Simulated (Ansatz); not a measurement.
An input for Ansatz 0.2.0 (Y2Ti2S2O5 (I4/mmm)):

```yaml
crystal:
  lattice:
    - [-1.898002, 1.898002, 11.54533]
    - [1.898002, -1.898002, 11.54533]
    - [1.898002, 1.898002, -11.54533]
  atoms:
    - { symbol: "Y", position: [0.666698, 0.666698, 0.0] }
    - { symbol: "Y", position: [0.333302, 0.333302, 0.0] }
    - { symbol: Ti, position: [0.921493, 0.921493, 0.0] }
    - { symbol: Ti, position: [0.078507, 0.078507, 0.0] }
    - { symbol: S, position: [0.794752, 0.794752, 0.0] }
    - { symbol: S, position: [0.205248, 0.205248, 0.0] }
    - { symbol: O, position: [0.0, 0.0, 0.0] }
    - { symbol: O, position: [0.900805, 0.400805, 0.5] }
    - { symbol: O, position: [0.599195, 0.099195, 0.5] }
    - { symbol: O, position: [0.400805, 0.900805, 0.5] }
    - { symbol: O, position: [0.099195, 0.599195, 0.5] }
kpoints:
  mp_grid: { grid: [6, 6, 6] }
hamiltonian:
  xc: r2scan
  pseudopotentials: { kind: paw, azcp: { folder: soft_1 } }
scf:
  occupations: { method: fixed }
gw:
  n_empty_bands: 125
  ecut_chi: 48
  qp_bands: [v3, c3]
  qp_kpoints: band_edges
  screening: { model: contour_deformation }
```

```sh
ansatz run input.yaml --threads 24 --pin off --max-ram 110592MiB --backend cuda --events-out ev --progress --plain --runs-dir out --devices 1 --max-vram 157GiB
```

Question: Estimate wall time and host memory on 1 × NVIDIA GB200 with 24 threads of Arm Neoverse V2, shared host.

It took 51 s; on shared hardware allow 26 s to 1.7 min. Peak host memory was 3.9 GiB. The sizes that set the cost: 4231 plane waves a state, 30 irreducible k points, 169 bands summed, 117 plane waves in the screening and 11 SCF cycles.

The screening grows as filled bands × empty bands × pairs of k points, times the square of the screening basis for the matrix.

[Paths, hosts, dates, memory and timing lines, banners, echoed tables and standing remarks are left out of the program output.]

[Logs are printed without paths, hosts, clocks, repeated set-up lines and the standing remarks that a program may print on its own settings, such as how far it seeks lower states.]

[Runs of the session that timed out or met a known fault of the program may be left out.]

[Cells called generated may have been cut or substituted from an entry of the Crystallography Open Database or the Materials Project.]

[Hosts, paths, dates, database ids (printed as entryN), source tags and the programs' standing remarks are cut or masked in the printed files.]
